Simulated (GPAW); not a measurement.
## Core-hole calculation of the B K edge in CrB (Cmcm)

How does the B K edge of CrB (Cmcm) move when the bonds are compressed or stretched?

Main program and level: GPAW 26.7.0; X-ray absorption from dipole matrix elements to empty bands, plane-wave PAW LDA.

## Step 1: The starting structure

Symmetry: Cmcm, No. 63, orthorhombic system. Conventional cell: a = 2.969 Å, b = 7.858 Å, c = 2.932 Å, α = 90.00°, β = 90.00°, γ = 90.00°. Cr has 7 B at 2.18 to 2.28 Å nearest. Nearest to B lie 2 B at 1.79 Å and 7 Cr at 2.18 to 2.28 Å. Farther neighbours are not listed.

As a file:

```cif
data_structure
_symmetry_space_group_name_H-M 'Cmcm'
_symmetry_Int_Tables_number 63
_cell_length_a 2.9690
_cell_length_b 7.8580
_cell_length_c 2.9320
_cell_angle_alpha 90.000
_cell_angle_beta 90.000
_cell_angle_gamma 90.000
_cell_volume 68.40
loop_
_atom_site_label
_atom_site_type_symbol
_atom_site_symmetry_multiplicity
_atom_site_Wyckoff_symbol
_atom_site_fract_x
_atom_site_fract_y
_atom_site_fract_z
_atom_site_occupancy
Cr1 Cr 4 c 0.50000 0.35550 0.75000 1
B1 B 4 c 0.50000 0.06500 0.75000 1
```

## Step 2: The field without a hole

A plain self-consistent run shows whether there is a gap and which moments survive; both decide the set-up of the core-hole run.

Input file scf.py:

```python
import numpy as np
from ase import Atoms
from ase.parallel import parprint, paropen
from gpaw import GPAW, PW, FermiDirac, Mixer, MixerDif, setup_paths
from gpaw.test import gen
setup_paths.insert(0, '.')
gen('B', name='nch1s', xcname='LDA', corehole=(1, 0, 0), write_xml=True)
from gpaw.mpi import world
world.barrier()

atoms = Atoms('Cr2B2',
    cell=[[1.4845, -3.929, 0],
     [1.4845, 3.929, 0],
     [0, 0, 2.932]],
    scaled_positions=[[0.1445, 0.8555, 0.25],
     [0.8555, 0.1445, 0.75],
     [0.435, 0.565, 0.25],
     [0.565, 0.435, 0.75]],
    magmoms=[3.0, 3.0, 0.0, 0.0],
    pbc=True)
atoms.calc = calc = GPAW(legacy_gpaw=True, mode=PW(430, force_complex_dtype=True), xc='LDA', setups={2: 'nch1s'},
    kpts={'size': (9, 9, 8), 'gamma': True}, occupations=FermiDirac(0.05),
    charge=0, mixer=MixerDif(0.05, 8, 50), maxiter=150,
    convergence={'density': 0.0001, 'eigenstates': 1e-6}, txt='scf.txt')
energy = atoms.get_potential_energy() + calc.get_reference_energy()
ef = calc.get_fermi_level()
out = dict(energy=energy, fermi=ef, forces=atoms.get_forces().tolist(), magmoms=atoms.get_magnetic_moments().tolist())
parprint(f'all-electron energy {energy:.4f} eV, Fermi level {ef:.4f} eV')
ev = np.array([[calc.get_eigenvalues(k, s) for k in range(len(calc.get_ibz_k_points()))] for s in range(calc.get_number_of_spins())])
out['homo'], out['lumo'], out['counts'] = ev[ev < ef].max(), ev[ev > ef].min(), sorted(set((ev < ef).sum((0, 2)).tolist()))
out['filled'] = (ev[:, 0] < ef).sum(1).tolist()
import json
with paropen('out.json', 'w') as f:
    json.dump(out, f)
```

Started as:

```sh
$ OMP_NUM_THREADS=1 mpirun -n 4 gpaw python scf.py
```

Numbers of over 12 decimals in the logs are rounded to 6 here.

Log:

```text
Input parameters:
  convergence: {density: 0.0001,
                eigenstates: 1e-06}
  kpts: {gamma: True,
         size: (9, 9, 8)}
  maxiter: 150
  mixer: {backend: pulay,
          beta: 0.05,
          method: difference,
          nmaxold: 8,
          weight: 50}
  mode: {ecut: 430.0,
         force_complex_dtype: True,
         name: pw}
  occupations: {fixmagmom: False,
                name: fermi-dirac,
                width: 0.05}
  setups: {2: nch1s}

Initialize ...

[... PAW data sets ...]

Reference energy: -58378.595294  # eV

Spin-polarized calculation.
Initial magnetic moment: 6.000000

[... convergence settings ...]
Symmetries present (total): 2
  [... symmetry matrices ...]

648 k-points: 9 x 9 x 8 Monkhorst-Pack grid + [0.000000,0.000000,1/16]
185 k-points in the irreducible part of the Brillouin zone
       k-points in crystal coordinates                weights
   0:     0.00000000    0.00000000    0.00000000          1/648
   1:     0.00000000    0.00000000    0.12500000          2/648
   2:     0.00000000    0.00000000    0.25000000          2/648
   3:     0.00000000    0.00000000    0.37500000          2/648
   4:     0.00000000    0.00000000    0.50000000          1/648
   5:     0.11111111   -0.11111111   -0.37500000          2/648
   6:     0.11111111   -0.11111111   -0.25000000          2/648
   7:     0.11111111   -0.11111111   -0.12500000          2/648
   8:     0.11111111   -0.11111111    0.00000000          2/648
   9:     0.11111111   -0.11111111    0.12500000          2/648
          ...
 184:     0.44444444    0.44444444    0.50000000          2/648

Wave functions: Plane wave expansion
  Cutoff energy: 430.000 eV
  Number of coefficients (min, max): 661, 706
  Pulay-stress correction: 0.000000 eV/Ang^3 (de/decut=0.000000)
  Using FFTW library
  Wavefunction extrapolation:
    Improved wavefunction reuse through dual PAW basis

Occupation numbers: Fermi-Dirac:
  width: 0.0500  # eV

Eigensolver
   Davidson(niter=2)

Densities:
  Coarse grid: 21*21*15 grid
  Fine grid: 42*42*30 grid
  Total Charge: 0.000000

Density mixing:
  Method: difference
  Backend: pulay
  Linear mixing parameter: 0.05
  old densities: 8
  Width of damping distribution: 1.1
  Damping of long wavelength oscillations: 50

[... Hamiltonian set-up ...]
Number of atoms: 4
Number of atomic orbitals: 26
Number of bands in calculation: 19
Number of valence electrons: 18
Bands to converge: occupied

... initialized

Initializing position-dependent things.

Density initialized from atomic densities
Creating initial wave functions:
  19 bands from LCAO basis set

         B Cr
       CrB

Atomic positions and initial magnetic moments

Positions:
   0 Cr     1.484500    2.793519    0.733000    ( 0.0000,  0.0000,  3.0000)
   1 Cr     1.484500   -2.793519    2.199000    ( 0.0000,  0.0000,  3.0000)
   2 B      1.484500    0.510770    0.733000    ( 0.0000,  0.0000,  0.0000)
   3 B      1.484500   -0.510770    2.199000    ( 0.0000,  0.0000,  0.0000)

Unit cell:
           periodic     x           y           z      points  spacing
  1. axis:    yes    1.484500   -3.929000    0.000000    21     0.1323
  2. axis:    yes    1.484500    3.929000    0.000000    21     0.1323
  3. axis:    yes    0.000000    0.000000    2.932000    15     0.1955

  Lengths:   4.200093   4.200093   2.932000
  Angles:   90.000000  90.000000 138.603710

Effective grid spacing dv^(1/3) = 0.1729

iter:   1   -37.863792                   +5.9911
iter:   2   -38.459431   -0.94  -1.06    +3.3489
iter:   3   -38.098683   -1.00  -1.12    +1.2051
iter:   4   -38.156942   -2.20  -1.58    +0.8314
iter:   5   -38.137065   -2.03  -1.49    +0.3953
iter:   6   -38.114158   -1.82  -1.71    +0.0539
iter:   7   -38.117331   -2.20  -2.42    +0.0370
iter:   8   -38.118740c  -2.48  -2.41    +0.0198
iter:   9   -38.118339c  -2.81  -2.40    +0.0201
iter:  10   -38.120212c  -2.82  -2.26    +0.0164
iter:  11   -38.120573c  -3.08  -3.01    +0.0103
iter:  12   -38.120851c  -3.30  -3.21    +0.0035
iter:  13   -38.120827c  -3.51  -3.03    -0.0013
iter:  14   -38.120810c  -3.74  -3.29    -0.0001
iter:  15   -38.120907c  -3.92  -3.28    -0.0001
iter:  16   -38.120932c  -4.09  -3.78    -0.0000
iter:  17   -38.120945c  -4.22  -3.83    -0.0000
iter:  18   -38.120957c  -4.36  -4.24c   +0.0000
iter:  19   -38.120967c  -4.56  -4.43c   -0.0000
iter:  20   -38.120972c  -4.72  -4.49c   +0.0001
iter:  21   -38.120978c  -4.85  -4.70c   +0.0001
iter:  22   -38.120980c  -5.08  -4.73c   +0.0001
iter:  23   -38.120982c  -5.28  -4.79c   +0.0001
iter:  24   -38.120983c  -5.44  -4.72c   +0.0001
iter:  25   -38.120984c  -5.59  -4.66c   +0.0000
iter:  26   -38.120984c  -5.72  -4.40c   +0.0000
iter:  27   -38.120985c  -5.89  -4.31c   +0.0000
iter:  28   -38.120985c  -6.01c -4.27c   +0.0000

Converged after 28 iterations.

Dipole moment: (0.000000, -0.000000, -0.000000) |e|*Ang

Total magnetic moment: (0.000000, 0.000000, 0.000015)
Local magnetic moments:
   0 Cr ( 0.000000,  0.000000, -0.000002)
   1 Cr ( 0.000000,  0.000000, -0.000002)
   2 B  ( 0.000000,  0.000000, -0.000001)
   3 B  ( 0.000000,  0.000000, -0.000001)

Energy contributions relative to reference atoms: (reference = -58378.595294)

Kinetic:        -20.237909
Potential:       +9.891199
External:        +0.000000
XC:             -28.038052
Entropy (-ST):   -0.024829
Local:           +0.276191
SIC:             +0.000000
--------------------------
Free energy:    -38.133400
Extrapolated:   -38.120985

Spin contamination: 0.000014 electrons
Showing only first 2 kpts
                      Up                     Down
 Kpt  Band  Eigenvalues  Occupancy  Eigenvalues  Occupancy
  0     7     10.78397    1.00000     10.78397    1.00000
  0     8     11.29219    0.99473     11.29219    0.99473
  0     9     11.44414    0.90037     11.44415    0.90035
  0    10     11.89711    0.00105     11.89711    0.00105

  1     7     10.35909    1.00000     10.35909    1.00000
  1     8     11.48408    0.80258     11.48408    0.80258
  1     9     11.48422    0.80213     11.48423    0.80210
  1    10     11.95362    0.00034     11.95362    0.00034

Fermi level: 11.55420

No gap
No difference between direct/indirect transitions

Forces in eV/Ang:
  0 Cr    0.00000    0.04977   -0.00017
  1 Cr    0.00000   -0.04977    0.00017
  2 B     0.00000   -0.08565    0.00005
  3 B     0.00000    0.08565   -0.00005
Scalar-relativistic atomic LDA calculation for B (Boron, Z=5)
Core hole in 1s state (1s occupation: 2.0)
300 radial gridpoints.
|------------------------------------------------|
|------------------------------------------------|
[... the atom generator's iteration count ...]

Energy contributions:
-------------------------
Kinetic:      +24.180604
XC:            -3.523894
Potential:    -45.007336
-------------------------
Total:        -24.350626

state      eigenvalue         ekin         rmax
-----------------------------------------------
1s^2.0 :    -6.565858    10.670813        0.212
2s^2.0 :    -0.344821     1.048488        1.518
2p^1.0 :    -0.136481     0.742001        1.561
-----------------------------------------------
(units: Bohr and Hartree)

Generating PAW setup
Kinetic energy of the core from tauc = 21.348427
Cutoffs:
rc(s)=1.200
rc(p)=1.200
rc(d)=1.200
rc(vbar)=1.080
rc(comp)=1.200
rc(nct)=1.200

Kinetic energy of the core states: 21.341627
Charge: 0.0
Core electrons: 2.0
Valence electrons: 3.0
Pseudo-core charge: 0.117059
Shape function alpha=6.944
Pseudo-electron charge 3.110279
state    eigenvalue         norm
--------------------------------
2s(2) :    -0.344821     1.005361
*s    :     0.655179
2p(1) :    -0.136481     0.982498
*p    :     0.863519
*d    :     0.000000
--------------------------------

Diagonalizing with gridspacing h=0.050

state   all-electron     PAW
-------------------------------
2s:      -0.344821    -0.345234
2p:      -0.136481    -0.136840
*d:                    0.041809
*f:                    0.072211
-------------------------------
all-electron energy -58416.7163 eV, Fermi level 11.5542 eV
```

Wall time 71 s (4 MPI ranks of Arm Neoverse V1, shared host); peak memory 0.24 GiB.

The mesh shows no gap, so the system is treated as a metal and the core electron is put at the Fermi level (neutral cell).

## Step 3: Reference energy of the supercell

The photon energy needs a difference of total energies, so the cell and mesh of the coming hole run are first run without a hole.

Edit scf.py of step 2 so:

```diff
@@ -10,14 +10,26 @@
 
-atoms = Atoms('Cr2B2',
-    cell=[[1.4845, -3.929, 0],
-     [1.4845, 3.929, 0],
-     [0, 0, 2.932]],
-    scaled_positions=[[0.1445, 0.8555, 0.25],
-     [0.8555, 0.1445, 0.75],
-     [0.435, 0.565, 0.25],
-     [0.565, 0.435, 0.75]],
-    magmoms=[3.0, 3.0, 0.0, 0.0],
+atoms = Atoms('Cr8B8',
+    cell=[[1.4845, -3.929, 2.932],
+     [1.4845, 3.929, 2.932],
+     [-5.938, 0, 0]],
+    scaled_positions=[[0.7695, 0.4805, 0.8125],
+     [0.2695, 0.9805, 0.0625],
+     [0.7695, 0.4805, 0.3125],
+     [0.2695, 0.9805, 0.5625],
+     [0.7305, 0.0195, 0.9375],
+     [0.2305, 0.5195, 0.1875],
+     [0.7305, 0.0195, 0.4375],
+     [0.2305, 0.5195, 0.6875],
+     [0.06, 0.19, 0.8125],
+     [0.56, 0.69, 0.0625],
+     [0.06, 0.19, 0.3125],
+     [0.56, 0.69, 0.5625],
+     [0.44, 0.31, 0.9375],
+     [0.94, 0.81, 0.1875],
+     [0.44, 0.31, 0.4375],
+     [0.94, 0.81, 0.6875]],
+    magmoms=[3.0, 3.0, 3.0, 3.0, 3.0, 3.0, 3.0, 3.0, 0.0, 0.0, 0.0, 0.0, 0.0, 0.0, 0.0, 0.0],
     pbc=True)
-atoms.calc = calc = GPAW(legacy_gpaw=True, mode=PW(430, force_complex_dtype=True), xc='LDA', setups={2: 'nch1s'},
-    kpts={'size': (9, 9, 8), 'gamma': True}, occupations=FermiDirac(0.05),
+atoms.calc = calc = GPAW(legacy_gpaw=True, mode=PW(430, force_complex_dtype=True), xc='LDA', setups={8: 'nch1s'},
+    kpts={'size': (4, 4, 3), 'gamma': True}, occupations=FermiDirac(0.1),
     charge=0, mixer=MixerDif(0.05, 8, 50), maxiter=150,
```

Log:

```text
Input parameters:
  convergence: {density: 0.0001,
                eigenstates: 1e-06}
  kpts: {gamma: True,
         size: (4, 4, 3)}
  maxiter: 150
  mixer: {backend: pulay,
          beta: 0.05,
          method: difference,
          nmaxold: 8,
          weight: 50}
  mode: {ecut: 430.0,
         force_complex_dtype: True,
         name: pw}
  occupations: {fixmagmom: False,
                name: fermi-dirac,
[...]
2s(2) :    -0.344821     1.005361
*s    :     0.655179
2p(1) :    -0.136481     0.982498
*p    :     0.863519
*d    :     0.000000
--------------------------------

Diagonalizing with gridspacing h=0.050

state   all-electron     PAW
-------------------------------
2s:      -0.344821    -0.345234
2p:      -0.136481    -0.136840
*d:                    0.041809
*f:                    0.072211
-------------------------------
all-electron energy -233666.8733 eV, Fermi level 11.5431 eV
[key lines of the parts left out:]
Converged after 39 iterations.
Dipole moment: (-0.000000, 0.000000, 0.000000) |e|*Ang
Free energy:   -152.688051
Fermi level: 11.54312
```

Run time: 2.9 min. Hardware: 4 MPI ranks; peak memory 0.42 GiB.

Reference energy: -233666.873 eV with the cores included.

(Continued in part 2 of 3.)

[Banner, clock and machine lines of the logs are left out without a mark of their own.]

[Logs are printed without paths, hosts, clocks, repeated set-up lines and the standing remarks that a program may print on its own settings, such as how far it seeks lower states.]

[Hosts, paths, dates, database ids (printed as entryN), source tags and the programs' standing remarks are cut or masked in the printed files.]

[Lists of maxima count a maximum above −3 eV only where it reaches 4 % of the highest in the window and stands out from its surroundings by 2 % of it (1.5 % where it reaches 55 %); shoulders and weaker maxima are passed over, and of the rest the first, up to two pre-edge ones and the few strongest are named.]
